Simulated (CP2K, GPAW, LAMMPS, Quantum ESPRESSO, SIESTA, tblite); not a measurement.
# From one method to another: forces in glassy 29TiO2-71Al2O3 (mol %) (137 atoms)

137 atoms (9 Ti, 44 Al, 84 O) placed at random at 3.12 g/cm³, melted at 4000 K for 10 ps at fixed volume with the Morse and Coulomb pair potential with partial charges (Pedone, Malavasi, Menziani, Cormack and Segre, J. Phys. Chem. B 110, 11780 (2006)). Quenched from 4000 K to 300 K at 300 K/ps and fixed volume, held 10 ps at zero pressure.

Two calculations on one geometry. First: Kohn-Sham DFT, PBE, PAW, atomic orbitals (dzp); LCAO dzp; h 0.15 Å; levels smeared at 580 K (GPAW 26.7.0; Γ point). Second: Kohn-Sham DFT, PBE, SSSP efficiency 1.3.0 pseudopotentials, plane waves; sssp-1.3.0-efficiency; 60/480 Ry; levels smeared at 580 K (Quantum ESPRESSO 7.5; sssp-pbe-1.3.0-efficiency, cutoffs 60/480 Ry, Γ point).

Cell vectors (Å):

```
11.336 0.000 0.000
0.000 11.336 0.000
0.000 0.000 11.336
```

Atom, position (Å) and force of the first calculation (eV/Å):

```
1 Ti 5.13 10.00 0.78 -0.83 -1.21 -0.24
2 Ti 2.70 4.81 4.21 0.35 -1.02 -0.45
3 Ti 9.48 10.67 7.12 1.12 0.33 0.26
4 Ti 10.39 2.56 3.75 1.84 0.58 1.69
5 Ti 7.96 2.53 7.17 0.32 -0.43 -0.40
6 Ti 3.17 1.22 4.44 -1.22 -0.41 0.44
7 Ti 1.13 1.88 9.96 1.93 -0.60 -1.45
8 Ti 2.15 2.68 1.95 -0.92 -0.22 -0.46
9 Ti 5.83 5.85 2.84 -0.04 -0.09 1.16
10 Al 0.33 5.03 9.98 0.04 1.05 0.18
11 Al 4.77 10.76 9.24 -0.84 0.96 1.40
12 Al 8.07 2.98 1.08 0.12 2.51 0.95
13 Al 9.58 2.50 9.60 1.37 0.07 -2.29
14 Al 7.68 8.14 8.04 -1.98 0.40 0.12
15 Al 8.08 11.05 1.10 -0.53 -0.85 1.50
16 Al 1.70 5.47 6.91 -0.08 -2.00 -0.70
17 Al 2.16 1.85 7.28 1.37 0.38 1.11
18 Al 8.90 11.01 4.19 -0.42 2.25 -1.22
19 Al 3.34 4.19 9.07 1.40 -0.33 0.26
20 Al 7.41 8.80 2.73 0.23 -0.02 0.93
21 Al 0.58 0.43 3.08 0.92 -0.15 -0.35
22 Al 10.79 11.03 11.13 0.43 0.40 -1.01
23 Al 9.48 5.72 7.87 -0.64 -0.20 -2.30
24 Al 5.13 7.84 9.26 1.93 1.77 1.90
25 Al 1.94 7.38 9.05 1.94 1.29 -0.14
26 Al 0.38 5.71 2.03 0.39 1.15 -0.92
27 Al 6.56 1.54 10.09 -1.20 -2.53 0.63
28 Al 10.91 7.47 11.26 0.87 0.92 1.45
29 Al 1.60 10.37 7.81 0.81 0.77 0.00
30 Al 3.91 6.37 11.21 1.81 3.57 1.32
31 Al 2.10 9.86 4.62 -1.51 0.00 -4.07
32 Al 4.81 3.88 0.46 0.31 0.02 -1.97
33 Al 9.09 7.93 5.31 -0.91 -0.30 1.43
34 Al 5.08 1.29 7.15 -2.42 0.37 -3.74
35 Al 6.61 5.22 8.76 -0.73 1.71 0.75
36 Al 7.44 2.60 3.73 0.42 0.01 1.93
37 Al 4.54 9.90 6.80 0.50 1.75 -0.21
38 Al 4.58 8.83 4.03 -0.55 1.38 0.01
39 Al 7.89 10.06 9.95 -2.32 -0.71 -0.30
40 Al 2.11 9.90 10.79 -0.57 0.93 0.25
41 Al 2.73 8.21 2.10 0.83 1.36 -0.95
42 Al 6.09 11.33 4.54 -3.04 -0.97 0.13
43 Al 11.05 3.60 6.89 0.25 -2.38 -0.63
44 Al 8.97 5.22 10.97 0.18 0.08 0.74
45 Al 0.49 8.34 6.68 -0.67 0.60 -0.53
46 Al 7.27 7.24 0.04 -0.52 0.79 -1.94
47 Al 5.14 1.79 2.11 1.32 -1.33 1.86
48 Al 0.29 9.35 1.88 -0.50 0.51 -3.47
49 Al 8.69 6.07 2.72 -0.25 0.46 -1.73
50 Al 7.68 5.02 5.46 -1.39 -0.77 0.31
51 Al 10.78 5.69 4.97 0.44 -0.33 1.28
52 Al 4.96 4.31 6.64 -0.66 -2.26 0.15
53 Al 5.86 7.25 5.80 0.69 -0.02 0.80
54 O 7.40 5.28 3.71 -0.25 -0.72 -0.10
55 O 2.35 0.84 2.59 0.74 1.55 -1.59
56 O 5.89 2.84 10.92 -0.33 1.48 1.07
57 O 5.26 5.34 1.25 -0.55 0.94 -1.65
58 O 10.58 3.59 5.19 -0.20 1.57 -0.23
59 O 2.91 2.53 8.88 -0.80 -1.68 0.27
60 O 3.91 9.99 10.64 0.07 0.70 -0.64
61 O 8.64 0.84 6.65 -0.11 0.94 -0.72
62 O 10.56 1.13 10.06 -0.07 -0.79 -0.10
63 O 0.74 6.90 10.09 -1.35 -1.37 0.52
64 O 3.34 4.82 6.26 -0.42 0.55 0.11
65 O 8.64 7.74 3.64 0.27 0.19 -1.08
66 O 8.96 2.80 2.85 -2.20 0.86 -3.34
67 O 5.61 7.32 3.97 0.23 0.44 0.15
68 O 7.45 8.38 9.87 0.12 -0.10 0.72
69 O 7.71 1.32 0.82 -0.66 0.55 -0.97
70 O 1.82 4.87 2.55 0.42 -1.01 -0.55
71 O 7.44 8.00 6.19 0.14 0.45 -0.15
72 O 3.63 7.10 9.44 -2.32 -1.35 0.28
73 O 0.17 3.34 9.54 -2.18 0.48 -0.88
74 O 4.40 9.11 2.19 0.60 -0.50 -0.16
75 O 11.07 9.80 7.58 0.09 -0.60 0.30
76 O 9.07 5.90 5.66 2.00 1.62 0.54
77 O 7.13 7.15 1.81 0.35 0.25 1.05
78 O 1.74 9.53 6.17 -0.96 -1.37 4.05
79 O 8.22 10.07 8.23 -0.44 -0.67 -0.84
80 O 5.05 4.45 8.41 -0.72 -0.19 0.47
81 O 4.62 8.49 5.95 -0.22 -2.95 -1.36
82 O 3.68 10.48 4.63 3.00 0.22 0.24
83 O 7.13 5.71 10.36 1.06 -1.20 0.15
84 O 1.98 9.41 1.10 -0.34 0.94 0.87
85 O 1.89 5.02 8.70 -1.06 2.04 0.24
86 O 1.25 5.54 5.03 -1.33 1.29 1.68
87 O 1.43 0.21 10.47 0.06 -3.31 1.69
88 O 3.66 4.78 10.70 0.09 -2.66 0.39
89 O 5.39 7.70 11.10 -0.34 -0.77 -0.21
90 O 11.14 11.20 1.48 -0.10 0.40 1.24
91 O 4.90 1.13 3.83 2.18 1.42 -1.46
92 O 1.87 9.25 9.17 -0.32 -1.83 -0.74
93 O 1.16 0.69 7.94 -2.23 0.10 0.89
94 O 6.39 10.98 10.43 0.03 0.48 -0.37
95 O 3.53 1.71 6.28 2.56 0.36 -0.52
96 O 10.85 7.59 5.49 -0.42 -0.35 -1.01
97 O 6.05 5.44 6.02 0.58 1.59 -0.93
98 O 6.14 6.96 8.17 0.95 -1.40 -1.54
99 O 0.48 2.47 2.73 -1.02 -0.30 -0.32
100 O 9.15 7.36 8.00 2.14 0.84 -0.56
101 O 9.05 3.37 10.94 -0.94 0.41 1.32
102 O 7.89 4.61 7.73 0.72 -0.27 -1.12
103 O 11.16 5.28 0.42 0.01 -0.58 -0.98
104 O 0.20 7.55 1.81 -0.22 -0.41 -0.25
105 O 4.39 5.13 3.76 1.59 0.15 -0.39
106 O 10.30 0.75 3.93 -0.06 -0.73 1.36
107 O 9.28 7.00 0.05 -3.04 0.51 0.57
108 O 11.16 9.27 11.21 0.28 -0.77 -0.25
109 O 3.48 10.85 7.77 -0.47 0.47 1.13
110 O 6.07 2.65 6.77 -0.53 2.10 -0.60
111 O 5.01 0.28 1.36 0.06 0.15 -0.70
112 O 8.67 10.37 2.61 0.37 -1.73 0.13
113 O 7.44 0.88 4.13 3.24 0.26 -0.02
114 O 1.29 3.15 6.79 0.53 2.23 -1.20
115 O 6.42 9.73 4.00 -0.38 -1.33 -0.55
116 O 9.86 5.29 9.44 1.65 -0.91 1.61
117 O 1.61 7.20 7.38 0.05 -0.01 -1.21
118 O 9.00 10.63 11.06 1.90 0.13 -0.05
119 O 1.68 2.60 0.17 0.45 0.79 1.85
120 O 10.40 5.54 3.21 -0.85 -0.27 0.46
121 O 5.64 11.26 6.22 0.73 -1.04 0.91
122 O 9.27 9.91 5.46 -0.09 -2.07 0.31
123 O 2.75 3.01 4.09 0.02 -0.39 -0.62
124 O 6.47 2.92 2.39 -0.83 1.16 -1.49
125 O 2.82 6.98 1.04 0.02 -2.83 -1.54
126 O 9.77 2.84 7.65 -1.58 -0.77 2.22
127 O 3.95 2.85 1.54 -0.41 0.76 0.03
128 O 11.08 5.27 7.12 -0.01 2.54 -0.12
129 O 5.38 1.00 8.71 0.65 0.17 4.79
130 O 8.34 4.92 1.29 -0.35 -0.82 1.44
131 O 7.83 1.93 9.02 1.72 0.48 -0.77
132 O 5.39 9.37 8.42 0.66 -0.62 -1.76
133 O 1.59 0.52 4.85 -2.31 -0.86 0.68
134 O 7.89 3.32 5.26 0.39 -1.34 0.91
135 O 6.90 9.63 1.18 1.16 -0.38 -0.58
136 O 0.75 9.97 3.38 0.28 -0.25 2.89
137 O 2.78 8.21 3.78 -0.48 -0.13 3.06
```

**Question.** What forces does the second calculation give?

Atom and force (eV/Å):

```
1 -0.75 -0.91 0.05
2 0.33 -1.22 -0.53
3 0.71 0.17 0.12
4 1.75 0.42 1.41
5 0.53 -0.53 -0.31
6 -1.42 -0.43 0.42
7 1.72 -0.61 -1.12
8 -0.92 -0.41 -0.45
9 -0.03 -0.03 1.16
10 -0.24 0.99 0.21
11 -0.63 0.82 1.26
12 0.29 2.37 0.91
13 1.36 -0.10 -2.12
14 -1.70 0.27 0.17
15 -0.41 -1.05 1.35
16 -0.11 -1.78 -0.61
17 1.27 0.59 1.13
18 -0.27 2.22 -1.37
19 1.27 -0.35 0.49
20 0.32 0.02 0.79
21 0.79 -0.33 -0.37
22 0.29 0.27 -0.76
23 -0.45 -0.10 -1.91
24 1.87 1.54 1.76
25 1.88 1.34 -0.17
26 0.18 1.16 -1.01
27 -1.26 -2.37 0.34
28 0.83 0.94 1.46
29 0.78 0.70 -0.03
30 1.55 3.37 1.26
31 -1.36 0.05 -3.75
32 0.17 0.11 -1.89
33 -0.88 -0.29 1.15
34 -2.15 0.39 -3.68
35 -0.75 1.79 0.68
36 0.73 -0.15 1.75
37 0.65 1.76 -0.06
38 -0.58 1.23 -0.07
39 -2.26 -0.77 -0.33
40 -0.40 1.08 0.16
41 0.99 1.45 -1.03
42 -2.89 -0.85 0.18
43 0.25 -2.19 -0.87
44 0.13 0.05 0.76
45 -0.36 0.71 -0.67
46 -0.54 0.65 -2.00
47 1.08 -1.28 1.92
48 -0.09 0.53 -3.36
49 -0.44 0.26 -1.52
50 -1.31 -0.83 0.00
51 0.45 -0.21 1.17
52 -0.54 -1.86 0.34
53 0.71 0.12 0.54
54 -0.19 -0.39 -0.06
55 0.41 1.83 -1.35
56 -0.44 1.30 1.05
57 -0.57 0.64 -1.35
58 -0.06 1.35 -0.22
59 -0.94 -1.30 0.10
60 0.02 0.94 -0.64
61 0.01 0.80 -0.43
62 -0.14 -0.66 0.07
63 -1.35 -1.27 0.46
64 -0.25 0.55 0.19
65 0.14 0.13 -0.96
66 -2.10 0.68 -2.93
67 0.04 0.39 0.34
68 0.31 0.12 0.70
69 -0.37 0.46 -0.75
70 0.17 -0.89 -0.39
71 0.06 0.26 -0.07
72 -2.20 -1.04 0.42
73 -1.90 0.46 -0.52
74 0.48 -0.49 -0.18
75 0.13 -0.67 0.03
76 1.81 1.39 0.33
77 0.38 0.39 0.91
78 -1.26 -1.35 3.85
79 -0.11 -0.68 -0.65
80 -0.73 -0.05 0.27
81 0.14 -2.75 -1.32
82 2.53 -0.01 0.08
83 1.13 -1.06 -0.06
84 -0.40 0.70 0.73
85 -0.80 1.83 0.14
86 -1.27 1.12 1.64
87 0.04 -3.20 1.69
88 0.37 -2.49 0.30
89 -0.29 -0.96 -0.49
90 0.07 0.24 1.07
91 2.04 1.25 -1.51
92 -0.32 -1.74 -0.61
93 -1.75 -0.04 0.70
94 0.18 0.52 -0.68
95 2.37 0.17 -0.27
96 -0.57 -0.27 -0.74
97 0.55 1.51 -0.93
98 0.97 -1.35 -1.07
99 -1.02 -0.38 -0.15
100 1.71 0.54 -0.59
101 -1.06 0.34 1.23
102 0.57 -0.08 -0.80
103 0.32 -0.48 -0.90
104 -0.24 -0.40 -0.36
105 1.38 0.24 -0.46
106 -0.10 -0.60 1.18
107 -2.75 0.41 0.38
108 0.11 -0.75 -0.15
109 -0.33 -0.03 1.09
110 -0.67 1.85 -0.38
111 0.17 0.05 -0.63
112 0.15 -1.46 0.22
113 2.98 0.20 0.02
114 0.26 1.87 -0.92
115 -0.44 -1.06 -0.75
116 1.58 -0.74 1.53
117 -0.25 -0.08 -0.98
118 1.66 0.17 -0.04
119 0.40 0.58 1.86
120 -0.79 0.01 0.43
121 0.43 -0.93 0.76
122 -0.16 -1.76 0.30
123 0.08 -0.23 -0.63
124 -0.73 0.67 -1.19
125 0.41 -2.53 -1.52
126 -1.53 -0.61 2.06
127 -0.21 0.71 -0.05
128 -0.14 2.15 -0.12
129 0.58 -0.02 4.55
130 -0.14 -0.80 1.33
131 1.59 0.55 -0.61
132 0.15 -0.54 -1.54
133 -1.81 -0.77 0.32
134 0.15 -1.12 0.73
135 1.05 -0.13 -0.21
136 0.40 -0.14 2.57
137 -0.31 0.20 2.64
```

The two sets differ by 184 meV/Å r.m.s., 16 % of the r.m.s. force of the Quantum ESPRESSO run. The network of bonds at the start is that of the classical potential that made the cell, and needn't be the one that DFT or experiment would give. The electronic-structure runs sample only Γ, in a cell whose shortest periodic width is 11 Å.

[Logs are printed without paths, hosts, clocks, repeated set-up lines and the standing remarks that a program may print on its own settings, such as how far it seeks lower states.]

[Hosts, paths, dates, database ids (printed as entryN), source tags and the programs' standing remarks are cut or masked in the printed files.]
